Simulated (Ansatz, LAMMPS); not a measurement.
# Electronic structure of liquid (Cs,Na)I at 1500 K (70 atoms)

Aim: energy, forces, charges and density of states of liquid (Cs,Na)I at 1500 K (70 atoms) at a fixed geometry.

Calculated with Ansatz 0.2.0; Kohn-Sham DFT, PBE, PAW (set soft_2, large core), plane waves.

## 1. Set-up

The cell holds 70 atoms: 13 Cs, 22 Na and 35 I. Its edges and angles: a = 17.718 Å, b = 17.718 Å, c = 17.718 Å, α = 90.0°, β = 90.0°, γ = 90.0°. 70 atoms (13 Cs, 22 Na, 35 I) placed at random at 2.98 g/cm³, melted at 1600 K for 10 ps at fixed volume with the Lennard-Jones and Coulomb ion parameters for SPC/E (Joung and Cheatham, J. Phys. Chem. B 112, 9020 (2008)), full charges. Snapshot at the end of a hold of 15 ps at 1500 K and zero pressure.

Before any run, some limits are plain. The network of bonds at the start is that of the classical potential that made the cell, and needn't be the one that DFT or experiment would give. The ion parameters were fitted for water, not for melts, so the density of this cell may lie well off the real melt's. Only the Γ point is sampled, in a cell whose shortest periodic width is 18 Å. The levels lack spin–orbit coupling, which is large for the heavy elements here.

## 2. How the cell was made

A classical potential supplies the starting structure, since it reaches far longer times than DFT.

This step: classical MD, Lennard-Jones and Coulomb ion parameters for SPC/E (Joung and Cheatham, J. Phys. Chem. B 112, 9020 (2008)), full charges (LAMMPS 22 Jul 2025 - Update 4).

in.lmp reads:

```
# melt-quench of Cs13Na22I35
units metal
atom_style charge
boundary p p p
region box block 0 15.4975 0 15.4975 0 15.4975
create_box 3 box
mass 1 132.9055   # Cs
mass 2 22.9898   # Na
mass 3 126.9045   # I
create_atoms 1 random 13 26145 NULL overlap 2.2 maxtry 2000
create_atoms 2 random 22 26152 NULL overlap 2.2 maxtry 2000
create_atoms 3 random 35 26159 NULL overlap 2.2 maxtry 2000
pair_style lj/cut/coul/long 9.0
pair_modify mix arithmetic tail yes
pair_coeff 1 1 0.003897 3.6010   # Cs
pair_coeff 2 2 0.015292 2.1595   # Na
pair_coeff 3 3 0.001855 5.2011   # I
set type 1 charge 1
set type 2 charge 1
set type 3 charge -1
kspace_style pppm 1.0e-4
neigh_modify delay 0 every 1 check yes
thermo_style custom step time temp pe press density
thermo_modify norm yes
timestep 0.002
thermo 100
min_style cg
minimize 1e-4 1e-4 200 2000
reset_timestep 0
velocity all create 1600 26146 mom yes dist gaussian
fix lim all nve/limit 0.05
fix lan all langevin 1600 1600 0.2 26147 zero yes
thermo 500
run 1000 post no
# [... 34 lines left out ...]
compute msd all msd com yes
thermo 1875
fix md all npt temp 1200 1200 0.2 iso 0 0 2
run 7500 post no
print "== T1200: mean square displacement over the hold $(c_msd[4]:%.2f) A^2"
unfix md
uncompute msd
write_dump all custom T1200.dump id type xs ys zs modify sort id
```

Launch:

```
$ lmp -in in.lmp -log none -nocite
```

Numbers of over 12 decimals in the logs are rounded to 6 here.

Log:

```text
LAMMPS (22 Jul 2025 - Update 4)
Created orthogonal box = (0 0 0) to (15.4975 15.4975 15.4975)
Created 13 atoms
Created 22 atoms
Created 35 atoms
PPPM initialization ...
  G vector (1/distance) = 0.30385659
  grid = 10 10 10
  estimated relative force accuracy = 7.2839618e-05
   Step          Time           Temp          PotEng         Press         Density
         0   0              0              12.949758      1606232.7      2.9780275
       100   0.2            0             -3.3362289     -2310.8626      2.9780275
       124   0.248          0             -3.3559514     -4370.2704      2.9780275
Loop time of 0.117024 s on 1 MPI rank(s) for 124 steps with 70 atoms
Minimization stats:
  Stopping criterion = energy tolerance
  Energy initial, next-to-last, final =
      12.9497578689322  -3.35562147941451  -3.35595139621554
  Force two-norm initial, final = 1905.95 0.34380427
  Iterations, force evaluations = 124 155
   Step          Time           Temp          PotEng         Press         Density
         0   0              1600          -3.3559514     -275.13865      2.9780275
       500   1              1211.1885     -3.1759559      7656.5164      2.9780275
      1000   2              1589.5313     -3.1685093      8084.7706      2.9780275
Loop time of 0.558569 s on 1 MPI rank(s) for 1000 steps with 70 atoms
[... 10 lines left out ...]
   Step          Time           Temp          PotEng         Press         Density
[... 5 lines left out ...]
Loop time of 1.05987 s on 1 MPI rank(s) for 2500 steps with 70 atoms
   Step          Time           Temp          PotEng         Press         Density
[... 6 lines left out ...]
Loop time of 6.02141 s on 1 MPI rank(s) for 7500 steps with 70 atoms
== T1500: mean square displacement over the hold 109.03 A^2
   Step          Time           Temp          PotEng         Press         Density
[... 5 lines left out ...]
Loop time of 1.61924 s on 1 MPI rank(s) for 2500 steps with 70 atoms
   Step          Time           Temp          PotEng         Press         Density
[... 6 lines left out ...]
Loop time of 4.89176 s on 1 MPI rank(s) for 7500 steps with 70 atoms
== T1400: mean square displacement over the hold 85.59 A^2
   Step          Time           Temp          PotEng         Press         Density
[... 5 lines left out ...]
Loop time of 1.62686 s on 1 MPI rank(s) for 2500 steps with 70 atoms
   Step          Time           Temp          PotEng         Press         Density
[... 2 lines left out ...]
     31875   63.75          1220.0882     -3.1556117      3260.7688      2.6407805
     33750   67.5           1200.4598     -3.1438675      2483.6169      2.5582801
     35625   71.25          1020.5546     -3.1807893     -1705.4047      2.5146856
     36000   72             1186.3975     -3.1663662     -2923.2162      2.5899702
Loop time of 3.16879 s on 1 MPI rank(s) for 7500 steps with 70 atoms
== T1200: mean square displacement over the hold 47.50 A^2
```

The job ended after 22 s (1 thread of Intel Xeon at 2.80GHz (Skylake/Cascade Lake), shared host; peak memory 0.34 GiB).

## 3. Plane-wave single point

One self-consistent run at the given positions yields energy and forces.

input.yaml reads:

```yaml
crystal:
  lattice:
    - [17.71778, 0.0, 0.0]
    - [0.0, 17.71778, 0.0]
    - [0.0, 0.0, 17.71778]
  atoms:
    - { symbol: Cs, position: [0.11458, 0.50786, 0.33586] }
    - { symbol: Cs, position: [0.60527, 0.02484, 0.48461] }
    - { symbol: Cs, position: [0.4564, 0.90513, 0.84544] }
    - { symbol: Cs, position: [0.38834, 0.37422, 0.2923] }
    - { symbol: Cs, position: [0.64216, 0.37964, 0.51354] }
    - { symbol: Cs, position: [0.39689, 0.18143, 0.02497] }
    - { symbol: Cs, position: [0.89379, 0.03401, 0.13368] }
    - { symbol: Cs, position: [0.0267, 0.35398, 0.00305] }
    - { symbol: Cs, position: [0.79822, 0.46691, 0.73244] }
    - { symbol: Cs, position: [0.44698, 0.61584, 0.40903] }
    - { symbol: Cs, position: [0.75876, 0.05727, 0.71552] }
    - { symbol: Cs, position: [0.00269, 0.29556, 0.68197] }
    - { symbol: Cs, position: [0.56893, 0.76866, 0.14274] }
    - { symbol: Na, position: [0.15318, 0.1027, 0.82525] }
    - { symbol: Na, position: [0.98277, 0.68921, 0.95365] }
    - { symbol: Na, position: [0.38609, 0.50002, 0.04518] }
    - { symbol: Na, position: [0.8816, 0.81706, 0.45295] }
    - { symbol: Na, position: [0.89149, 0.5285, 0.49704] }
    - { symbol: Na, position: [0.61981, 0.24188, 0.21702] }
    - { symbol: Na, position: [0.95601, 0.99947, 0.83085] }
    - { symbol: Na, position: [0.22527, 0.31275, 0.47196] }
    - { symbol: Na, position: [0.58842, 0.10912, 0.94134] }
    - { symbol: Na, position: [0.48854, 0.78313, 0.5442] }
    - { symbol: Na, position: [0.44257, 0.54804, 0.75732] }
    - { symbol: Na, position: [0.2017, 0.11352, 0.06743] }
    - { symbol: Na, position: [0.57178, 0.45903, 0.91707] }
    - { symbol: Na, position: [0.08611, 0.84519, 0.73039] }
    - { symbol: Na, position: [0.60955, 0.75543, 0.81436] }
    - { symbol: Na, position: [0.3542, 0.99379, 0.26909] }
    - { symbol: Na, position: [0.97749, 0.76672, 0.25006] }
    - { symbol: Na, position: [0.89375, 0.27199, 0.35326] }
    - { symbol: Na, position: [0.37905, 0.31438, 0.72586] }
    - { symbol: Na, position: [0.19617, 0.78004, 0.049] }
    - { symbol: Na, position: [0.84034, 0.74764, 0.65702] }
    - { symbol: Na, position: [0.32753, 0.05252, 0.66087] }
    - { symbol: I, position: [0.48351, 0.61566, 0.99491] }
    - { symbol: I, position: [0.58162, 0.71844, 0.32971] }
    - { symbol: I, position: [0.45927, 0.96846, 0.62509] }
    - { symbol: I, position: [0.49589, 0.70063, 0.68464] }
    - { symbol: I, position: [0.44579, 0.90068, 0.38869] }
    - { symbol: I, position: [0.37156, 0.17491, 0.24757] }
    - { symbol: I, position: [0.97789, 0.44864, 0.81875] }
    - { symbol: I, position: [0.97126, 0.92147, 0.34181] }
    - { symbol: I, position: [0.9901, 0.71998, 0.56909] }
    - { symbol: I, position: [0.81043, 0.25412, 0.672] }
    - { symbol: I, position: [0.5211, 0.31676, 0.12812] }
    - { symbol: I, position: [0.91955, 0.62479, 0.3416] }
    - { symbol: I, position: [0.22574, 0.21404, 0.91199] }
    - { symbol: I, position: [0.05528, 0.09044, 0.97221] }
    - { symbol: I, position: [0.28179, 0.45298, 0.41119] }
    - { symbol: I, position: [0.9918, 0.3881, 0.46429] }
    - { symbol: I, position: [0.50326, 0.99995, 0.01442] }
    - { symbol: I, position: [0.6163, 0.20216, 0.38695] }
    - { symbol: I, position: [0.54421, 0.39718, 0.68708] }
    - { symbol: I, position: [0.98515, 0.22705, 0.23588] }
    - { symbol: I, position: [0.27192, 0.95591, 0.10296] }
    - { symbol: I, position: [0.3963, 0.44315, 0.87456] }
    - { symbol: I, position: [0.52931, 0.45952, 0.36605] }
    - { symbol: I, position: [0.73507, 0.90395, 0.57631] }
    - { symbol: I, position: [0.19853, 0.58591, 0.06512] }
    - { symbol: I, position: [0.09813, 0.01668, 0.69269] }
    - { symbol: I, position: [0.67046, 0.94308, 0.86195] }
    - { symbol: I, position: [0.91864, 0.83656, 0.78659] }
    - { symbol: I, position: [0.7534, 0.14664, 0.0217] }
    - { symbol: I, position: [0.21556, 0.26577, 0.63884] }
    - { symbol: I, position: [0.99529, 0.80632, 0.08112] }
    - { symbol: I, position: [0.18319, 0.83123, 0.85154] }
    - { symbol: I, position: [0.75024, 0.58929, 0.57521] }
    - { symbol: I, position: [0.6686, 0.58525, 0.81749] }
    - { symbol: I, position: [0.46663, 0.19361, 0.83224] }
kpoints:
  mp_grid: { grid: [1, 1, 1] }
hamiltonian:
  xc: pbe
  pseudopotentials: { kind: paw, core: large }
scf:
  occupations: { method: fixed }
output:
  forces: true
  stress: true
  populations: true
  dos:
    method: { smearing: { sigma: 0.15 } }
    de: 0.1
    projected: { site_lists: { Cs: [Cs], I: [I], Na: [Na] } }
  eigenvalues: true
  write_density: true
  write_potential: true
  volumetric_format: npy
```

Launch:

```
$ ansatz run input.yaml --threads 8 --pin off --max-ram 15872MiB --backend cpu --events-out ev --progress --plain --runs-dir out
```

Log:

```text
Engine: ansatz 0.2.0, x86_64-unknown-linux-gnu
Pseudopotentials: kind: paw
Pseudopotential: Cs, paw, valence charge 9, recommended cutoff 420 eV (normal), Cs.paw.azcp
Pseudopotential: Na, paw, valence charge 9, recommended cutoff 420 eV (normal), Na.paw.azcp
Pseudopotential: I, paw, valence charge 7, recommended cutoff 420 eV (normal), I.paw.azcp#standard-large-core
[... 5 lines on functional and potentials left out ...]
Crystal: 70 atoms, lattice volume = 5561.961 Å³
Basis set: ecut = 420 eV, 108767 PW (Γ), exchange–correlation on 240×240×240 points (8 copies of the dense FFT grid, shifted against one another)
Bands: 350, of which v1, the nominal top of the filled ones, is band 280 counted from 1 (279 counted from 0)
Symmetry: 1 space group operations
Space group: P1 (ITA 1), of the structure as read, at distance tolerance 1.8e-4 Å
k-points: 1
[... 7 lines on functional and potentials left out ...]
Initial density: superposition of atomic densities (chi_scale 0.1, normalization cell, long waves kept (reshape's long-wave potential 0.23 eV rms))
Initial wavefunctions: pseudopotential atomic-orbital guess
Functional: x = pbe(κ = 0.804, μ = 0.219515), c = pbe(β = 0.066725)
SCF iter   1: F=—  HF=-287382.466040 eV  |F-HF|=—  |Δ(HF+E_count)|=         —  Δρ=2.16e-2  dr2=3.76e1  ethr=3.10e-3  ⟨swp⟩=6.0  Hψ=1121  notcnv=0  defer=62
preconditioner: auto → Resta (q_TF=auto, 1.861 Å⁻¹)  ε∞=3.2  [insulator: Δε(μ)=1.742 eV  Ē_g=4.904 eV  n_scr=618 (ndim 8)  ℏωp=7.2 eV  f_vac=0.250  ε∞_Penn≈3.2]
SCF iter   2: F=—  HF=-287369.247257 eV  |F-HF|=—  |Δ(HF+E_count)|=    1.32e1  Δρ=7.89e-3  dr2=8.53e0  ethr=3.10e-3  ⟨swp⟩=3.0  Hψ=978  notcnv=0  defer=64
SCF iter   3: F=—  HF=-287366.570176 eV  |F-HF|=—  |Δ(HF+E_count)|=    2.68e0  Δρ=2.16e-3  dr2=9.69e-1  ethr=1.52e-3  ⟨swp⟩=4.0  Hψ=876  notcnv=0  defer=67
SCF iter   4: F=—  HF=-287366.679174 eV  |F-HF|=—  |Δ(HF+E_count)|=   1.09e-1  Δρ=7.83e-4  dr2=8.74e-2  ethr=1.73e-4  ⟨swp⟩=4.0  Hψ=618  notcnv=0  defer=68
SCF iter   5: F=—  HF=-287366.760460 eV  |F-HF|=—  |Δ(HF+E_count)|=   8.13e-2  Δρ=2.31e-4  dr2=8.63e-3  ethr=1.56e-5  ⟨swp⟩=5.0  Hψ=559  notcnv=0  defer=68
SCF iter   6: F=—  HF=-287366.773618 eV  |F-HF|=—  |Δ(HF+E_count)|=   1.32e-2  Δρ=6.47e-5  dr2=7.01e-4  ethr=1.54e-6  ⟨swp⟩=4.0  Hψ=558  notcnv=0  defer=68
SCF iter   7: F=—  HF=-287366.774680 eV  |F-HF|=—  |Δ(HF+E_count)|=   1.06e-3  Δρ=2.81e-5  dr2=8.64e-5  ethr=1.25e-7  ⟨swp⟩=2.0  Hψ=554  notcnv=0  defer=68
SCF iter   8: F=—  HF=-287366.774808 eV  |F-HF|=—  |Δ(HF+E_count)|=   1.29e-4  Δρ=1.37e-5  dr2=1.21e-5  ethr=1.54e-8  ⟨swp⟩=2.0  Hψ=632  notcnv=0  defer=68
SCF iter   9: F=—  HF=-287366.774814 eV  |F-HF|=—  |Δ(HF+E_count)|=   5.58e-6  Δρ=5.06e-6  dr2=1.99e-6  ethr=2.17e-9  ⟨swp⟩=2.0  Hψ=569  notcnv=0  defer=68
SCF iter  10: F=—  HF=-287366.774816 eV  |F-HF|=—  |Δ(HF+E_count)|=   1.98e-6  Δρ=9.54e-7  dr2=2.21e-7  ethr=3.56e-10  ⟨swp⟩=2.0  Hψ=567  notcnv=0  defer=68
SCF iter  11: F=-287366.774816 eV  HF=-287366.774816 eV  |F-HF|=4.98e-8  |Δ(HF+E_count)|=   4.47e-7  Δρ=3.02e-7  dr2=2.28e-8  ethr=1.79e-11  ⟨swp⟩=32.0  Hψ=4240  notcnv=0
SCF 1 converged in 11 iterations: F = -287366.774816 eV  dr2 = 2.28e-8
  greatest PAW one-centre occupation: 0.999 electrons in one spin orbital (limit 2), on the Na atom at site 18 (counted from 0), in its partial waves of l = 0
WARN: The output density's exchange-correlation potential varies sharply where the density is thin. Do not read a vacuum level from v_tot or v_xc, or from such a field of the output density. On a cell that repeats whose density bears no net charge and no dipole along the vacuum's axis use v_es (v_loc + v_h of the components); [...]
SCF converged after 11 iterations
Free energy (F): -287366.774816 eV
Harris-Foulkes:  -287366.774816 eV  (|F-HF|=4.98e-8)
Internal energy: -287366.774816 eV  (E = F + TS)
E sigma→0 (E₀):  -287366.774816 eV
Fermi energy:    -0.722962 eV
--- Per-component energies (eV) ---
  E_band       = -8122.144250
  E_kinetic    = 7663.246465
  E_local      = -59983.282795  (includes V_loc(G=0)·N_el)
  E_nonlocal   = 5846.209054
  E_hartree    = 22927.855340
  E_xc         = -18178.711004
  E_vxc        = -6490.629554  (∫ρ·V_xc dr)
  E_paw        = -229499.951705  (= ΣΔE_a)
  E_vpaw       = -1013.395479  (= ΣTr[D̂ρ^β])
  E_aug_tail   = 0.000696  (compensation charges beyond the density's cutoff)
  E_ewald      = -16142.140868
  E_smearing   = -0.000000  (= −TS)
  E_closure    = 0.000000  (closes the sum)
  Σ components = -287366.774816   (vs F -287366.774816, Δ=0.00e0)
--- Forces (eV/Å), atoms counted from 1 ---
  atom   1  Cs    -0.74257013     0.33168333    -0.29132277
  atom   2  Cs    -0.28193822    -0.05793913    -0.25878552
  atom   3  Cs    -0.17775372     0.09295919    -0.19160315
  atom   4  Cs     0.27414787    -1.25175625    -1.54093226
  atom   5  Cs     0.17860126    -0.05414897    -0.00357566
  atom   6  Cs     0.10335960    -0.00469410     0.20747305
  atom   7  Cs     0.15717917     0.07013645     0.02164957
  atom   8  Cs     0.08115377    -0.15835413    -0.09010698
  atom   9  Cs    -0.12298727    -0.33285236    -0.13308137
  atom  10  Cs    -0.77097486     0.40095869     0.43791530
  atom  11  Cs    -0.11808510    -0.01795220    -0.01816175
  atom  12  Cs     0.36223350     0.03293400    -0.13331930
  atom  13  Cs    -0.10917050     0.08070873    -0.27197614
  atom  14  Na    -0.17554025    -0.27431826     0.03985890
[...]
atom  69  I     -0.34970705     0.31126589     0.49709755
  atom  70  I      0.07568545    -0.19302643    -0.24322652
  max |Σ_I F_I| component: 4.12e-5 eV/Å
--- Stress (GPa, compression-positive) ---
        0.060883      -0.021994      -0.127472
       -0.021994      -0.342870       0.035282
       -0.127472       0.035282      -0.153041
  P = ⅓ Tr σ = -0.1450 GPa (-1.450 kbar)
--- Band table (eV) ---
  k-point 0: bands = ["-54.2029", "-53.8651", "-53.6578", "-53.5653", [... 334 levels ...], "4.0336", "4.0425", "4.0680", "4.0859", "4.0936", "4.1140", "4.1311", "4.1456", "4.1631", "4.1825", "4.1926", "4.2552"]
--- Löwdin populations: 70 sites ---
  site symbol       q [e]
     0     Cs      8.1816
     1     Cs      8.1979
     2     Cs      8.2104
[...]
69      I      7.6834
  spilling = 0.003608 (of n_electrons = 560.000000)
```

Run time: 26 s. Hardware: 8 threads of Intel Xeon Platinum 8488C (Sapphire Rapids), shared host; peak memory 5.8 GiB.

Reading the cycles: dr2 is the Hartree energy of the density residual (eV), the measure of convergence; HF is the Harris–Foulkes estimate of the energy, which meets the free energy F at convergence.

The program notes that potentials were chosen by core size and the exchange-correlation potential is rough where the density is thin.

The run gave:

```yaml
free_energy: -287366.7748 eV
free_energy_per_atom: -4105.2396 eV/atom
scf_cycles: 11
pressure: -0.145 GPa
r_m_s_force_component: 0.3301 eV/Å
longest_force: 2.004 eV/Å
fermi_energy: -0.723 eV
spacing_of_highest_filled_and_lowest_empty_level: 1.995 eV
spilling_of_the_projection: 0.003608
```

Length of the force by element:

| element | coordination | atoms | mean length of the force (eV/Å) | spread | least | most |
| --- | --- | --- | --- | --- | --- | --- |
| Cs | all | 13 | 0.499 | 0.501 | 0.121 | 2.00 |
| I | all | 35 | 0.493 | 0.297 | 0.169 | 1.42 |
| Na | all | 22 | 0.433 | 0.175 | 0.196 | 0.787 |

Löwdin charges by element (they lack the spilled electrons, 0.029 e an atom on average):

| element | coordination | atoms | mean charge (e) | spread | least | most |
| --- | --- | --- | --- | --- | --- | --- |
| Cs | all | 13 | 0.801 | 0.0256 | 0.753 | 0.847 |
| I | all | 35 | -0.681 | 0.0313 | -0.743 | -0.619 |
| Na | all | 22 | 0.703 | 0.028 | 0.658 | 0.777 |

Density of states as counts of states in windows of 1 eV (from the Fermi level), total and the larger projections:

| from (eV) | to (eV) | total | I p | Cs p | Na s |
| --- | --- | --- | --- | --- | --- |
| -10 | -9 | 4.6 | 0.0 | 4.6 | 0.0 |
| -9 | -8 | 44.3 | 0.4 | 43.5 | 0.0 |
| -8 | -7 | 29.0 | 0.5 | 28.0 | 0.0 |
| -7 | -3 | 0.0 | 0.0 | 0.0 | 0.0 |
| -3 | -2 | 23.0 | 20.6 | 0.1 | 1.8 |
| -2 | -1 | 111.7 | 105.8 | 0.5 | 2.8 |
| -1 | 0 | 74.5 | 72.5 | 0.4 | 0.4 |
| 0 | 1 | 0.9 | 0.8 | 0.0 | 0.0 |
| 1 | 2 | 1.2 | 0.0 | 0.0 | 0.7 |
| 2 | 3 | 14.4 | 1.2 | 0.0 | 8.8 |
| 3 | 4 | 41.0 | 2.6 | 0.0 | 14.6 |

With fixed occupations the program's Fermi level is the highest filled level; weight inside the gap is the broadening of levels at its edges.

Between -26 and -10 eV lie 228 more states.

About 45 of the 560 electrons lie in deeper levels, below the stored range.

The levels nearest the highest filled one (over half full), pooled over k-points and spins:

| level less the highest filled one (eV) | occupation |
| --- | --- |
| -0.478 | 2 |
| -0.422 | 2 |
| -0.410 | 2 |
| -0.316 | 2 |
| -0.293 | 2 |
| 0 | 2 |
| 2.00 | 0 |
| 2.38 | 0 |
| 2.47 | 0 |
| 2.56 | 0 |
| 2.64 | 0 |
| 2.79 | 0 |

Valence density in the ac plane at fractional y = 0.459, with atoms of Cs and Na and I within 0.2 Å of it. It is the smooth field of the valence electrons, not physical close to the nuclei.

Ten steps, logarithmic in the rise over the least value, from '0' (0 e/Å³) to '9' (11 e/Å³), each cell a mean:
```
00000000000000001110000012100000000000000000
00000000000000123332110389720000000000000000
21000000000001233333311278620000000000001222
33200000000000233333210000000000000000012333
33210000000000112322100000000000012221113432
32100000000000000000000110000000244444212333
10000000000000000000012222100001344344210111
00000000000000000000012332210000134443100000
00000000000000000000011222100000001110000000
00000000000000000000000000000000000000000000
00000000000000000000000000001000000000000000
11000000000000000000000000011110000000000111
22100000012333210000000000011100000000001122
21100000123333331000123332100000000000000112
10112221123333431001233333210000000000000000
00134442112333211001233233210000000000000000
00123432100011011111123332100000000000000000
00001110000000001100000100000000000000000000
00000000000000000000000000000000000000000000
00000000000000000000000000000000000000000000
00000000000000000000000000000000000000000000
00000000000000000000000000000000000000000000
00000000000000012310000000000000000000000000
00000000000000001210000000000000000000000000
```
Columns run along a (17.7 Å), rows up along c (17.7 Å). Atoms in or near the plane, at fractional coordinates: Cs at (0.80, 0.73), Na at (0.57, 0.92), I at (0.98, 0.82), I at (0.28, 0.41), I at (0.53, 0.37).

(Continued in part 2 of 2.)

[Logs are printed without paths, hosts, clocks, repeated set-up lines and the standing remarks that a program may print on its own settings, such as how far it seeks lower states.]

[Hosts, paths, dates, database ids (printed as entryN), source tags and the programs' standing remarks are cut or masked in the printed files.]
